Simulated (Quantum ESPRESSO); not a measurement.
# MoSi2N4, 1 layer, stepped through biaxial strain, part 2 of 7

Wanted: a table for MoSi2N4, 1 layer against biaxial strain, and what can be fitted to it.

Quantum ESPRESSO 7.5; plane-wave DFT, PBE, GBRV ultrasoft pseudopotentials.

So far. Step 2 (Relaxing cell and ions of the reference):  The last row is no step: it is a fresh SCF in the final cell with a new plane-wave basis, +1 meV from the row before.

## (3) Relaxation with pw.x, -4 %

File m0.relax.in:

```
&control
  prefix = 'm0.relax'
  outdir = './out'
  pseudo_dir = './pseudo'
  nstep = 40
  forc_conv_thr = 0.0003
  calculation = 'relax'
  tstress = .true.
/
&system
  ibrav = 0
  nat = 7
  ntyp = 3
  ecutwfc = 50
  ecutrho = 250
  occupations = 'smearing'
  smearing = 'fd'
  degauss = 0.002
/
&electrons
  conv_thr = 1e-09
  mixing_beta = 0.4
  electron_maxstep = 120
  mixing_mode = 'plain'
/
&ions
/
ATOMIC_SPECIES
  N   14.0070  n_pbe_v1.2.uspp.F.UPF
  Si  28.0850  si_pbe_v1.uspp.F.UPF
  Mo  95.9500  mo_pbe_v1.uspp.F.UPF
CELL_PARAMETERS angstrom
  2.78505087648000 0.00000000000000 0.00000000000000
  -1.39252543872000 2.41192480992000 0.00000000000000
  0.00000000000000 0.00000000000000 21.86179061700000
ATOMIC_POSITIONS crystal
  N   0.000000000000 0.000000000000 0.338240171700
  Si  0.333333333300 0.666666666700 0.362098330200
  N   0.333333333300 0.666666666700 0.442564932500
  Mo  0.000000000000 0.000000000000 0.500000000000
  N   0.333333333300 0.666666666700 0.557435067500
  Si  0.333333333300 0.666666666700 0.637901669800
  N   0.000000000000 0.000000000000 0.661759828300
K_POINTS automatic
  12 12 1 0 0 0
```

On the command line:

```sh
OMP_NUM_THREADS=1 mpirun -n 4 pw.x -nk 4 -in m0.relax.in > m0.relax.out
```

Output:

```text
[banner, memory and clock lines left out]
Program PWSCF v.7.5 starts
[citation notice left out]

[...]
Message from routine setup:
[...]
bravais-lattice index     =            0
     lattice parameter (alat)  =       5.2630  a.u.
     unit-cell volume          =     991.0127 (a.u.)^3
     number of atoms/cell      =            7
     number of atomic types    =            3
     number of electrons       =        42.00
     number of Kohn-Sham states=           25
     kinetic-energy cutoff     =      50.0000  Ry
     charge density cutoff     =     250.0000  Ry
     scf convergence threshold =      1.0E-09
     mixing beta               =       0.4000
     number of iterations used =            8  plain     mixing
     energy convergence thresh.=      1.0E-04
     force convergence thresh. =      3.0E-04
     Exchange-correlation= SLA  PW   PBE  PBE
                           (   1   4   3   4   0   0   0)
     nstep                     =           40

[...]
PseudoPot. # 1 for N  read from file:
     ./pseudo/n_pbe_v1.2.uspp.F.UPF
     Pseudo is Ultrasoft + core correction, Zval =  5.0
     Generated by new atomic code, or converted to UPF format
     Using radial grid of  729 points,  4 beta functions with:
                l(1) =   0
                l(2) =   0
                l(3) =   1
                l(4) =   1
     Q(r) pseudized with  8 coefficients,  rinner =    0.900   0.900   0.900

     PseudoPot. # 2 for Si read from file:
     ./pseudo/si_pbe_v1.uspp.F.UPF
     Pseudo is Ultrasoft + core correction, Zval =  4.0
     Generated by new atomic code, or converted to UPF format
     Using radial grid of  899 points,  6 beta functions with:
                l(1) =   0
                l(2) =   0
                l(3) =   1
                l(4) =   1
                l(5) =   2
                l(6) =   2
     Q(r) pseudized with  8 coefficients,  rinner =    0.900   0.900   0.900
                                                       0.900   0.900

     PseudoPot. # 3 for Mo read from file:
     ./pseudo/mo_pbe_v1.uspp.F.UPF
     Pseudo is Ultrasoft + core correction, Zval = 14.0
     Generated by new atomic code, or converted to UPF format
     Using radial grid of  889 points,  6 beta functions with:
                l(1) =   0
                l(2) =   0
                l(3) =   1
                l(4) =   1
                l(5) =   2
                l(6) =   2
     Q(r) pseudized with  6 coefficients,  rinner =    1.000   1.000   1.000
                                                       1.000   1.000

     atomic species   valence    mass     pseudopotential
     N                 5.00    14.00700     N ( 1.00)
     Si                4.00    28.08500     Si( 1.00)
     Mo               14.00    95.95000     Mo( 1.00)

     12 Sym. Ops. (no inversion) found

[...]
number of k points=    19  Fermi-Dirac smearing, width (Ry)=  0.0020
[...]
Dense  grid:    66153 G-vectors     FFT dimensions: (  27,  27, 216)

     Smooth grid:    47363 G-vectors     FFT dimensions: (  24,  24, 192)

     Initial potential from superposition of free atoms

     starting charge      41.9976, renormalised to      42.0000

     negative rho (up, down):  1.454E-03 0.000E+00
     Starting wfcs are   37 randomized atomic wfcs

     per-process dynamical memory:    67.6 Mb

     Self-consistent Calculation

     iteration #  1     ecut=    50.00 Ry     beta= 0.40
     Davidson diagonalization with overlap
     ethr =  1.00E-02,  avg # of iterations =  2.5

     negative rho (up, down):  1.415E-03 0.000E+00

     total energy              =    -239.07121461 Ry
     estimated scf accuracy    <       1.98042828 Ry

     iteration #  2     ecut=    50.00 Ry     beta= 0.40
[...]
negative rho (up, down):  1.523E-03 0.000E+00

[...]
total energy              =    -239.39595865 Ry
     estimated scf accuracy    <       0.40936714 Ry

     iteration #  3     ecut=    50.00 Ry     beta= 0.40
[...]
negative rho (up, down):  1.562E-03 0.000E+00

[...]
total energy              =    -239.49224881 Ry
     estimated scf accuracy    <       0.21375381 Ry

     iteration #  4     ecut=    50.00 Ry     beta= 0.40
[...]
negative rho (up, down):  1.662E-03 0.000E+00

[...]
total energy              =    -239.51786480 Ry
     estimated scf accuracy    <       0.01200649 Ry

     iteration #  5     ecut=    50.00 Ry     beta= 0.40
[...]
negative rho (up, down):  1.739E-03 0.000E+00

[...]
total energy              =    -239.51984657 Ry
     estimated scf accuracy    <       0.00453884 Ry

     iteration #  6     ecut=    50.00 Ry     beta= 0.40
[...]
negative rho (up, down):  1.761E-03 0.000E+00

[...]
total energy              =    -239.52002164 Ry
     estimated scf accuracy    <       0.00054565 Ry

[...]
iteration # 11     ecut=    50.00 Ry     beta= 0.40
[...]
negative rho (up, down):  1.771E-03 0.000E+00

[...]
total energy              =    -239.52017330 Ry
     estimated scf accuracy    <       0.00000016 Ry

     iteration # 12     ecut=    50.00 Ry     beta= 0.40
[...]
negative rho (up, down):  1.772E-03 0.000E+00

[...]
total energy              =    -239.52017333 Ry
     estimated scf accuracy    <          1.4E-09 Ry

     iteration # 13     ecut=    50.00 Ry     beta= 0.40
[...]
negative rho (up, down):  1.772E-03 0.000E+00

[...]
total energy              =    -239.52017333 Ry
     estimated scf accuracy    <          2.2E-09 Ry

     iteration # 14     ecut=    50.00 Ry     beta= 0.40
[...]
negative rho (up, down):  1.772E-03 0.000E+00

[...]
End of self-consistent calculation

          k = 0.0000 0.0000 0.0000 (  5847 PWs)   bands (ev):

   -57.9503 -32.1452 -31.4848 -31.4848 -16.5294 -16.4633 -13.2055 -11.7411
    -5.8050  -3.3616  -1.4362  -0.9422  -0.9422  -0.8785  -0.8785  -0.6393
    -0.6393   0.5514   0.9285   0.9285   2.9809   6.3823   6.3823   6.8553
     6.8553

          k = 0.0000 0.0962 0.0000 (  5851 PWs)   bands (ev):

[...]
0.00118217   0.00000000   0.00000000          173.90        0.00        0.00
   0.00000000   0.00118217  -0.00000000            0.00      173.90       -0.00
   0.00000000  -0.00000000   0.00022779            0.00       -0.00       33.51

     BFGS Geometry Optimization
     Energy error            =      8.9E-03 Ry
     Gradient error          =      4.0E-02 Ry/Bohr

     number of scf cycles    =   1
     number of bfgs steps    =   0

     energy             new  =    -239.5201733272 Ry

     new trust radius        =       0.0397062127 bohr
     new conv_thr            =       0.0000000010 Ry

ATOMIC_POSITIONS (crystal)
N               -0.0000000000       -0.0000000000        0.3373500135
Si               0.3333333333        0.6666666667        0.3630497440
N                0.3333333333        0.6666666667        0.4416038208
Mo              -0.0000000000       -0.0000000000        0.5000000000
N                0.3333333333        0.6666666667        0.5583961792
Si               0.3333333333        0.6666666667        0.6369502560
N                0.0000000000        0.0000000000        0.6626499865

[...]
NEW-OLD atomic charge density approx. for the potential

     negative rho (up, down):  1.841E-03 0.000E+00

     per-process dynamical memory:    73.8 Mb

[...]
!    total energy              =    -239.52315209 Ry
[...]
Total force =     0.051786     Total SCF correction =     0.000029
[...]
number of bfgs steps    =   1
[...]
energy             new  =    -239.5231520899 Ry
[...]
new trust radius        =       0.0172369646 bohr
[...]
!    total energy              =    -239.52426524 Ry
[...]
Total force =     0.021562     Total SCF correction =     0.000029
[...]
number of bfgs steps    =   2
[...]
energy             new  =    -239.5242652400 Ry
[...]
new trust radius        =       0.0253980230 bohr
[...]
!    total energy              =    -239.52500901 Ry
[...]
Total force =     0.018989     Total SCF correction =     0.000008
[...]
number of bfgs steps    =   3
[...]
energy             new  =    -239.5250090118 Ry
[...]
new trust radius        =       0.0279378253 bohr
[...]
!    total energy              =    -239.52559772 Ry
[...]
Total force =     0.017532     Total SCF correction =     0.000010
[...]
number of bfgs steps    =   4
[...]
energy             new  =    -239.5255977196 Ry
[...]
new trust radius        =       0.0419067380 bohr
[...]
!    total energy              =    -239.52607879 Ry
[...]
Total force =     0.009308     Total SCF correction =     0.000019
[...]
number of bfgs steps    =   5
[...]
energy             new  =    -239.5260787896 Ry
[...]
new trust radius        =       0.0063999576 bohr
[...]
!    total energy              =    -239.52611934 Ry
[...]
Total force =     0.003460     Total SCF correction =     0.000014
[...]
number of bfgs steps    =   6
[...]
energy             new  =    -239.5261193351 Ry
[...]
new trust radius        =       0.0020830059 bohr
[...]
Self-consistent Calculation

     iteration #  1     ecut=    50.00 Ry     beta= 0.40
     Davidson diagonalization with overlap
     ethr =  1.00E-06,  avg # of iterations =  2.0

     Threshold (ethr) on eigenvalues was too large:
     Diagonalizing with lowered threshold

     Davidson diagonalization with overlap
     ethr =  1.07E-08,  avg # of iterations =  2.5

     negative rho (up, down):  1.749E-03 0.000E+00

     total energy              =    -239.52612283 Ry
     estimated scf accuracy    <       0.00000606 Ry

[...]
iteration #  8     ecut=    50.00 Ry     beta= 0.40
[...]
negative rho (up, down):  1.749E-03 0.000E+00

[...]
End of self-consistent calculation

          k = 0.0000 0.0000 0.0000 (  5847 PWs)   bands (ev):

   -58.3933 -32.5642 -31.9131 -31.9131 -16.5029 -16.4288 -13.4652 -12.1355
    -6.0275  -3.5921  -1.5717  -0.9504  -0.9504  -0.6876  -0.6876  -0.6005
    -0.6005   0.2259   0.7161   0.7161   2.3974   5.7840   5.7840   6.3884
     6.3884

          k = 0.0000 0.0962 0.0000 (  5851 PWs)   bands (ev):

   -58.3804 -32.5450 -32.0076 -31.9331 -16.3752 -16.3054 -13.3469 -12.1132
    -5.8854  -3.6125  -1.5919  -1.2797  -1.2103  -0.9989  -0.9214  -0.8203
    -0.5942   0.0662   0.5472   0.7998   2.3447   5.5759   5.7566   6.2869
     6.5893

[...]
the Fermi energy is     4.4843 ev

!    total energy              =    -239.52612494 Ry
     estimated scf accuracy    <          8.0E-12 Ry
     smearing contrib. (-TS)   =      -0.00000000 Ry
     internal energy E=F+TS    =    -239.52612494 Ry

     The total energy is F=E-TS. E is the sum of the following terms:
     one-electron contribution =   -2573.38864225 Ry
     hartree contribution      =    1297.40791024 Ry
     xc contribution           =     -50.49502926 Ry
     ewald contribution        =    1086.94963633 Ry

     convergence has been achieved in   8 iterations

     negative rho (up, down):  1.749E-03 0.000E+00

     Forces acting on atoms (cartesian axes, Ry/au):

     atom    1 type  1   force =     0.00000000    0.00000000    0.00012653
     atom    2 type  2   force =     0.00000000    0.00000000    0.00010794
     atom    3 type  1   force =     0.00000000    0.00000000   -0.00019862
     atom    4 type  3   force =     0.00000000    0.00000000    0.00000000
     atom    5 type  1   force =    -0.00000000   -0.00000000    0.00019862
     atom    6 type  2   force =     0.00000000    0.00000000   -0.00010794
     atom    7 type  1   force =     0.00000000    0.00000000   -0.00012653

     Total force =     0.000366     Total SCF correction =     0.000007

     Computing stress (Cartesian axis) and pressure

     negative rho (up, down):  1.749E-03 0.000E+00
          total   stress  (Ry/bohr**3)                   (kbar)     P=       99.01
   0.00101402   0.00000000  -0.00000000          149.17        0.00       -0.00
   0.00000000   0.00101402  -0.00000000            0.00      149.17       -0.00
  -0.00000000   0.00000000  -0.00000892           -0.00        0.00       -1.31

     Energy error            =      5.6E-06 Ry
     Gradient error          =      2.0E-04 Ry/Bohr

     bfgs converged in   8 scf cycles and   7 bfgs steps
     (criteria: energy <  1.0E-04 Ry, force <  3.0E-04 Ry/Bohr)

     End of BFGS Geometry Optimization

     Final energy             =    -239.5261249399 Ry

     File ./out/m0.relax.bfgs deleted, as requested
Begin final coordinates

ATOMIC_POSITIONS (crystal)
N                0.0000000000        0.0000000000        0.3346720623
Si               0.3333333333        0.6666666667        0.3609111902
N                0.3333333333        0.6666666667        0.4410306244
Mo              -0.0000000000       -0.0000000000        0.5000000000
N                0.3333333333        0.6666666667        0.5589693756
Si               0.3333333333        0.6666666667        0.6390888098
N               -0.0000000000        0.0000000000        0.6653279377
End final coordinates

[...]
```

It took 86 s on 4 MPI ranks of AMD EPYC 9R14 (Zen 4), shared host; peak memory 0.6 GiB.

Relaxation path:

```tsv
step	energy less that of the first step (eV)	largest force (eV/Å)
1	0.0000	1.0209
2	-0.0405	0.7296
3	-0.0557	0.2968
4	-0.0658	0.2575
5	-0.0738	0.2927
6	-0.0803	0.1637
7	-0.0809	0.0584
8	-0.0810	0.0051
```

The atoms that moved most (Å):

```tsv
atom	dx	dy	dz	length
N1	0.000	0.000	-0.078	0.078
N7	0.000	0.000	0.078	0.078
N5	0.000	0.000	0.034	0.034
N3	0.000	0.000	-0.034	0.034
Si6	0.000	0.000	0.026	0.026
Si2	0.000	0.000	-0.026	0.026
```

The relaxation lowers the energy by 12 meV an atom.

This step gave:

```
free energy  : -3258.9190 eV
Fermi energy : 4.484 eV
```

(Continued in part 3 of 7.)

[Logs are printed without paths, hosts, clocks, repeated set-up lines and the standing remarks that a program may print on its own settings, such as how far it seeks lower states.]

[Hosts, paths, dates, database ids (printed as entryN), source tags and the programs' standing remarks are cut or masked in the printed files.]

[Maps of the electrostatic potential energy from Ansatz leave out the sawtooth potential of an applied field or a dipole correction, so their vacuum need not be flat; planar profiles and work functions include it.]
